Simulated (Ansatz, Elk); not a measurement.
# Bonding as seen by X-rays: MgMn2Al2

The structure of MgMn2Al2 used here is made up (a known structure type with other elements) and was relaxed beforehand with PBE. The aim is the Fourier transform of its all-electron density, F(hkl), set beside the sum over free spherical atoms that refinements use.

Program: Elk 11.2.3 (patched build). Level of theory: DFT, PBE, all-electron APW+lo, Dirac cores, scalar-relativistic bands, static density, ferromagnetic start. Results are calculated unless marked as measured.

The structure was built from a prototype and need not be the compound's stable phase.

## 1. Starting point

The structure is tetragonal, space group I4/mmm (No. 139). The conventional cell has a = 3.864 Å, b = 3.864 Å, c = 11.495 Å, α = 90.00°, β = 90.00°, γ = 90.00°. Nearest to Mn lie 4 Al at 2.51 Å and 4 Mn at 2.73 Å. Nearest to Al lie 4 Mn at 2.51 Å and 1 Al at 2.55 Å and 4 Mg at 3.02 Å. Mg has 8 Al at 3.02 Å nearest. Farther neighbours are not listed.

As a file:

```cif
data_structure
_symmetry_space_group_name_H-M 'P 1'
_symmetry_Int_Tables_number 1
_cell_length_a 6.3642
_cell_length_b 6.3642
_cell_length_c 6.3642
_cell_angle_alpha 144.652
_cell_angle_beta 144.652
_cell_angle_gamma 50.853
_cell_volume 85.83
loop_
_atom_site_label
_atom_site_type_symbol
_atom_site_fract_x
_atom_site_fract_y
_atom_site_fract_z
_atom_site_occupancy
Mn1 Mn 0.75000 0.25000 0.50000 1
Mn2 Mn 0.25000 0.75000 0.50000 1
Al3 Al 0.61091 0.61091 0.00000 1
Al4 Al 0.38909 0.38909 0.00000 1
Mg5 Mg 0.00000 0.00000 0.00000 1
```

## 2. Ground state and structure factors

An all-electron density is needed, since X-rays see the cores too. Task 0 finds the density and task 195 Fourier-transforms it; tshift is off so that phases refer to the origin typed.

The input, elk.in:

```
tasks
  0
  195
  196

xctype
  20

spinpol
  .true.

rgkmax
  7.0

gmaxvr
  14.0

lmaxo
  7

lmaxapw
  8

swidth
  0.002

tshift
  .false.

hmaxvr
  5.5

maxscl
  120

epspot
  1e-06

reducebf
  0.8

sppath
  './'

avec
  -3.65124648963 3.65124648963 10.86160083346
  3.65124648963 -3.65124648963 10.86160083346
  3.65124648963 3.65124648963 -10.86160083346

atoms
  3
  'Mn.in'
  2
  0.7500000000 0.2500000000 0.5000000000   0.000000 0.000000 -0.135000
  0.2500000000 0.7500000000 0.5000000000   0.000000 0.000000 -0.135000
  'Al.in'
  2
  0.6109139931 0.6109139931 -0.0000000000   0.000000 0.000000 0.000000
  0.3890860069 0.3890860069 0.0000000000   0.000000 0.000000 0.000000
  'Mg.in'
  1
  0.0000000000 0.0000000000 0.0000000000   0.000000 0.000000 0.000000

ngridk
  7 7 7
```

The run is started by

```bash
> OMP_NUM_THREADS=4 elk
```

Numbers of over 12 decimals in the logs are rounded to 6 here.

What it wrote:

```text
┌─────────────────────────┐
│ Elk code version 11.2.3 │
└─────────────────────────┘

All units are atomic (Hartree, Bohr, etc.)

┌─────────────────────────────────────────────────┐
│ Ground-state run starting from atomic densities │
└─────────────────────────────────────────────────┘

Lattice vectors :
  -3.651246490       3.651246490       10.86160083
   3.651246490      -3.651246490       10.86160083
   3.651246490       3.651246490      -10.86160083

Reciprocal lattice vectors :
  0.1836669285E-16  0.8604164804      0.2892384559
  0.8604164804      0.1836669285E-16  0.2892384559
  0.8604164804      0.8604164804      0.6608606538E-17

Unit cell volume      :    579.2101110
Brillouin zone volume :   0.4282560141

Muffin-tin inner radius fraction :   0.1000000000E-01

Nuclei treated as point charges

Species : 1 (Mn)
 parameters loaded from : Mn.in
 name : manganese
 nuclear charge    :   -25.00000000
 electronic charge :    25.00000000
 atomic mass :    100145.9370
 muffin-tin radius :    2.400000000
 number of radial points in muffin-tin :    993
 inner part over the whole radius :   0.9953723401E-02
 number on inner part of muffin-tin    :    700
 approximate nuclear radius :   0.7074591925E-04
 number of mesh points to nuclear radius :    330
 atomic positions (lattice), magnetic fields (Cartesian) :
  1 :  -0.25000000  0.25000000  0.50000000    0.00000000  0.00000000 -0.13500000
  2 :   0.25000000 -0.25000000  0.50000000    0.00000000  0.00000000 -0.13500000

Species : 2 (Al)
 parameters loaded from : Al.in
 name : aluminium
 nuclear charge    :   -13.00000000
 electronic charge :    13.00000000
 atomic mass :    49184.33496
 muffin-tin radius :    2.200000000
 number of radial points in muffin-tin :    793
 inner part over the whole radius :   0.9821194981E-02
 number on inner part of muffin-tin    :    552
 approximate nuclear radius :   0.5839653600E-04
 number of mesh points to nuclear radius :    244
 atomic positions (lattice), magnetic fields (Cartesian) :
  1 :  -0.38908601 -0.38908601  0.00000000    0.00000000  0.00000000  0.00000000
  2 :   0.38908601  0.38908601  0.00000000    0.00000000  0.00000000  0.00000000

Species : 3 (Mg)
 parameters loaded from : Mg.in
 name : magnesium
 nuclear charge    :   -12.00000000
 electronic charge :    12.00000000
 atomic mass :    44305.30466
 muffin-tin radius :    2.200000000
 number of radial points in muffin-tin :    793
 inner part over the whole radius :   0.9941530515E-02
 number on inner part of muffin-tin    :    552
 approximate nuclear radius :   0.5710277704E-04
 number of mesh points to nuclear radius :    241
 atomic positions (lattice), magnetic fields (Cartesian) :
  1 :   0.00000000  0.00000000  0.00000000    0.00000000  0.00000000  0.00000000

Total number of atoms per unit cell :    5
Total muffin-tin volume :    249.6183859
 ratio of muffin-tin to unit cell volume :   0.4309634468

Spin treatment :
 spin-polarised
 global magnetic field (Cartesian) :    0.000000000       0.000000000       0.000000000
 collinear magnetisation in z-direction

Number of Bravais lattice symmetries :   16
Number of crystal symmetries         :   16
Crystal has inversion symmetry
Real symmetric eigensolver will be used

k-point grid :      7     7     7
k-point offset :    0.000000000       0.000000000       0.000000000
k-point set is reduced with full crystal symmetry group
Total number of k-points :       40

Muffin-tin radius times maximum |G+k| :    7.000000000
 using average radius
Maximum |G+k| for APW functions       :    3.070175439
Maximum (1/2)|G+k|²                   :    4.712988612
Maximum |G| for potential and density :    14.00000000
Constant for pseudocharge density :    8
 order of it for each species :   15  15  15
 order of it for pair densities of each species (exact exchange by exxq0 0: 16) :   11   9   9
Radial integration step length :    1

G-vector grid sizes :     54    54    54
Number of G-vectors :    26821

Maximum angular momentum used for
[...]
RMS change in Kohn-Sham potential (target) :    3.262648410     (  0.1000000000E-05)
Absolute change in total energy (target)   :    3.246037126     (  0.1000000000E-03)

[... loops 3 to 20 left out ...]

┌──────────────────┐
│ Loop number : 21 │
└──────────────────┘

Energies :
 Fermi                       :     0.208567
 sum of occupied eigenvalues :     -1714.9067929360
 electron kinetic            :      3033.4237918088
 core electron kinetic       :      2605.0071660438
 Coulomb                     :     -5878.2995958483
 Coulomb potential           :     -4543.2243775865
 nuclear-nuclear             :     -448.34170420489
 electron-nuclear            :     -6329.9436959743
 Hartree                     :      899.98580433085
 Madelung                    :     -3606.6874070551
 xc potential                :     -204.80824564726
 xc effective B-field        :    -0.297937
 external B-field            :      0.000000
 exchange                    :     -154.63739218339
 correlation                 :     -3.731586
 electron entropic           :    -0.13971230331287E-02
 total energy                :     -3003.2461797090
 (external B-field energy excluded from total)

Density of states at Fermi energy :    105.1135747
 (states/Hartree/unit cell)

Estimated indirect band gap :   0.7290103674E-03
 from k-point 13 to k-point 15
Estimated direct band gap   :   0.1035723592E-02
 at k-point 24

Charges :
 core                        :    30.00000000
 valence                     :    58.00000000
 interstitial                :    7.149655863
 muffin-tins (core leakage)
  species : 1 (Mn)
[...]
species : 2 (Al)
[...]
species : 3 (Mg)
[...]
total in muffin-tins        :    80.85034414
 total calculated charge     :    87.99889623
 total charge                :    88.00000000
 error                       :   0.1103771837E-02

Moments :
 interstitial                :  -0.1098502047E-01
 muffin-tins
  species : 1 (Mn)
[...]
species : 2 (Al)
[...]
species : 3 (Mg)
[...]
total in muffin-tins        :    5.443828383
 total moment                :    5.432843362

RMS change in Kohn-Sham potential (target) :   0.8357671787E-06 (  0.1000000000E-05)
Absolute change in total energy (target)   :   0.1888895031E-04 (  0.1000000000E-03)

Convergence targets achieved

┌──────────────────┐
│ Loop number : 22 │
└──────────────────┘

Energies :
 Fermi                       :     0.208566
 sum of occupied eigenvalues :     -1714.9068055073
 electron kinetic            :      3033.4237822769
 core electron kinetic       :      2605.0071601091
 Coulomb                     :     -5878.2996033600
 Coulomb potential           :     -4543.2243306530
 nuclear-nuclear             :     -448.34170420489
 electron-nuclear            :     -6329.9437597466
 Hartree                     :      899.98586059154
 Madelung                    :     -3606.6874380335
 xc potential                :     -204.80831107476
 xc effective B-field        :    -0.297926
 external B-field            :      0.000000
 exchange                    :     -154.63738736430
 correlation                 :     -3.731587
 electron entropic           :    -0.13971126816306E-02
 total energy                :     -3003.2461926452
 (external B-field energy excluded from total)

Density of states at Fermi energy :    105.1118838
 (states/Hartree/unit cell)

Estimated indirect band gap :   0.7313832995E-03
 from k-point 13 to k-point 15
Estimated direct band gap   :   0.1035841565E-02
 at k-point 24

Charges :
 core                        :    30.00000000
 valence                     :    58.00000000
 interstitial                :    7.149652700
 muffin-tins (core leakage)
  species : 1 (Mn)
[...]
species : 2 (Al)
   atom 1                    :    11.34074979     (  0.4815782158E-03)
   atom 2                    :    11.34074979     (  0.4815782158E-03)
  species : 3 (Mg)
   atom 1                    :    10.42466831     ( -0.9828258873E-07)
 total in muffin-tins        :    80.85034730
 total calculated charge     :    87.99889622
 total charge                :    88.00000000
 error                       :   0.1103775866E-02

Moments :
 interstitial                :  -0.1099360244E-01
 muffin-tins
  species : 1 (Mn)
[...]
species : 2 (Al)
   atom 1                    :  -0.5114710738E-01
   atom 2                    :  -0.5114710738E-01
  species : 3 (Mg)
   atom 1                    :  -0.3449479462E-01
 total in muffin-tins        :    5.443712643
 total moment                :    5.432719040

┌──────────────────────────────┐
│ Self-consistent loop stopped │
└──────────────────────────────┘

Warning : core states of species 2 leak from the muffin-tin :   0.4815782158E-03

Wrote STATE.OUT
```

Elapsed: 5.7 min, on 4 threads of Arm Neoverse V1, shared host; peak memory 0.48 GiB; 21 min of CPU time.

SFACRHO.OUT:

```text

h k l indices transformed by vhmat matrix:
   1.000000000       0.000000000       0.000000000    
   0.000000000       1.000000000       0.000000000    
   0.000000000       0.000000000       1.000000000    

      h      k      l  multipl.   |H|            Re(F)            Im(F)           |F|

      0      0      0      1   0.0000000       87.999999      0.32419850E-16   87.999999    
      1      1     -1      2  0.57847691      -31.846698     -0.60278675E-14   31.846698    
      1      0     -1      8  0.90773091      -6.3551608     -0.19722146E-16   6.3551608    
      2      2     -2      2   1.1569538       30.976446      0.95529182E-14   30.976446    
      1     -1      0      4   1.2168127      -11.324897     -0.32728109E-15   11.324897    
     -1     -2      2      8   1.2219846       18.286726      0.78985901E-17   18.286726    
     -1     -1      0      8   1.3473190       49.518349     -0.20761828E-14   49.518349    
     -3     -1      2      8   1.6790400      -42.033224     -0.70505220E-14   42.033224    
      3      2     -3      8   1.6827919       23.570594      0.88880823E-17   23.570594    
     -1      1     -1      4   1.7208330       58.392443      0.50536305E-14   58.392443    
     -3     -3      3      2   1.7354307      -34.160176      0.42188951E-13   34.160176    
      0      2      0      8   1.8154618      -22.330729      0.11506234E-16   22.330729    
      1     -2      1     16   1.9455697      -4.6110703      0.11195395E-17   4.6110703    
      1      3     -1      8   2.0735979       23.604919      0.18590205E-13   23.604919    
     -1     -2      0     16   2.1105716       14.747331     -0.44864672E-16   14.747331    
     -3     -3      4      8   2.1195171       29.934453     -0.42196799E-13   29.934453    
     -3     -4      4      8   2.1999095       4.5868812     -0.11119187E-16   4.5868812    
      4      4     -4      2   2.3139076       46.744291      0.14069675E-13   46.744291
```

Elk indexes on the primitive cell of elk.in and gives |H| = 4π sin θ/λ in inverse bohr. Below, one row stands for each form hkl of the conventional cell (m members, Friedel mates merged), F is for one primitive cell and the density is static (no thermal factor). Free-atom factors are Waasmaier and Kirfel's, and R is Σm||F|−|F'||/Σm|F|.

```
hkl   m  sin θ/λ (Å⁻¹)  abs F, DFT  neutral atoms   diff.
002   2          0.087      31.847         31.351  +0.496
101   8          0.137       6.355          6.131  +0.224
004   2          0.174      30.976         30.932  +0.044
110   4          0.183      11.325         11.340  -0.016
103   8          0.184      18.287         18.331  -0.045
112   8          0.203      49.518         49.770  -0.251
114   8          0.253      42.033         42.348  -0.315
105   8          0.253      23.571         23.907  -0.337
200   4          0.259      58.392         58.845  -0.453
006   2          0.261      34.160         34.529  -0.369
202   8          0.273      22.331         22.603  -0.273
211  16          0.293       4.611          4.664  -0.053
204   8          0.312      23.605         23.672  -0.067
213  16          0.317      14.747         14.853  -0.105
116   8          0.319      29.934         29.934  +0.000
107   8          0.331       4.587          4.572  +0.015
008   2          0.348      46.744         46.801  -0.057
215  16          0.362      20.234         20.199  +0.034
220   4          0.366      48.718         48.722  -0.005
206   8          0.367      28.323         28.359  -0.035
222   8          0.376      18.301         18.318  -0.018
301   8          0.391       4.240          4.225  +0.015
```

## 3. The magnetisation density

The same run holds the spin density, and task 196 transforms it. The order is that of the start, and no other was tried.

SFACMAG_1.OUT:

```text

h k l indices transformed by vhmat matrix:
   1.000000000       0.000000000       0.000000000    
   0.000000000       1.000000000       0.000000000    
   0.000000000       0.000000000       1.000000000    

      h      k      l  multipl.   |H|            Re(F)            Im(F)           |F|

      0      0      0      1   0.0000000       5.4327193      0.41083099E-17   5.4327193    
      1      1     -1      2  0.57847691      -5.2934043     -0.54595355E-15   5.2934043    
      1      0     -1      8  0.90773091     -0.51464717E-02 -0.10406640E-18  0.51464717E-02
      2      2     -2      2   1.1569538       4.0720547      0.89641924E-15   4.0720547    
      1     -1      0      4   1.2168127      -4.1077143     -0.16013064E-16   4.1077143    
     -1     -2      2      8   1.2219846     -0.59915994E-01 -0.58205556E-17  0.59915994E-01
     -1     -1      0      8   1.3473190       3.7236637     -0.12751913E-15   3.7236637    
     -3     -1      2      8   1.6790400      -2.8147645     -0.57452176E-15   2.8147645    
      3      2     -3      8   1.6827919      0.18821155E-01  0.30408599E-18  0.18821155E-01
     -1      1     -1      4   1.7208330       2.9663571      0.40456302E-15   2.9663571    
     -3     -3      3      2   1.7354307      -2.5513086      0.33463294E-14   2.5513086    
      0      2      0      8   1.8154618      -2.6705764      0.23824640E-17   2.6705764    
      1     -2      1     16   1.9455697     -0.69887573E-02  0.55253898E-17  0.69887573E-02
      1      3     -1      8   2.0735979       2.1363190      0.13556092E-14   2.1363190    
     -1     -2      0     16   2.1105716     -0.18615267E-01  0.28380546E-17  0.18615267E-01
     -3     -3      4      8   2.1195171       1.9552187     -0.28067919E-14   1.9552187
```

The total moment is 5.43 μB a cell; sphere moments: Mn1 +2.79, Mn2 +2.79, Al3 -0.05, Al4 -0.05, Mg5 -0.03 μB. Polarised neutrons measure spin and orbital magnetisation together; without spin-orbit coupling the run gives the spin part:

```
hkl  sin θ/λ (Å⁻¹)  abs F_M (μB)
002          0.087         5.293
101          0.137         0.005
004          0.174         4.072
110          0.183         4.108
103          0.184         0.060
112          0.203         3.724
114          0.253         2.815
105          0.253         0.019
200          0.259         2.966
006          0.261         2.551
202          0.273         2.671
211          0.293         0.007
204          0.312         2.136
213          0.317         0.019
```

## 4. What came out

```yaml
r_against_neutral_atoms_sin_theta_lambda_0p3_a_minus1: 0.87 %
r_against_neutral_atoms_0p3_to_0p82_a_minus1: 0.20 %
```

In words: Independent neutral atoms miss the calculated amplitudes by R = 0.87 % below 0.3 Å⁻¹ and 0.20 % from there to 0.82 Å⁻¹; by shells, 2.43 % below 0.15 Å⁻¹ (2 forms), 0.77 % 0.15 to 0.3 (10 forms), 0.15 % 0.3 to 0.45 (22 forms), 0.22 % above 0.45 (115 forms). Bonding, aspherical density and the tables' own atoms all enter these figures, and the runs don't part them. The largest change of an amplitude is +0.50 electrons, at 002. The magnetic order is that of the start. No other order was tried here, and an antiferromagnetic one would change or move the magnetic intensity. The basis has no finished test. The k-mesh has no finished test. Part of the difference isn't bonding: the tables are fits to free atoms and ions calculated by other methods than this functional. Thermal motion, anomalous dispersion and extinction are left out.

[Logs are printed without paths, hosts, clocks, repeated set-up lines and the standing remarks that a program may print on its own settings, such as how far it seeks lower states.]

[Hosts, paths, dates, database ids (printed as entryN), source tags and the programs' standing remarks are cut or masked in the printed files.]
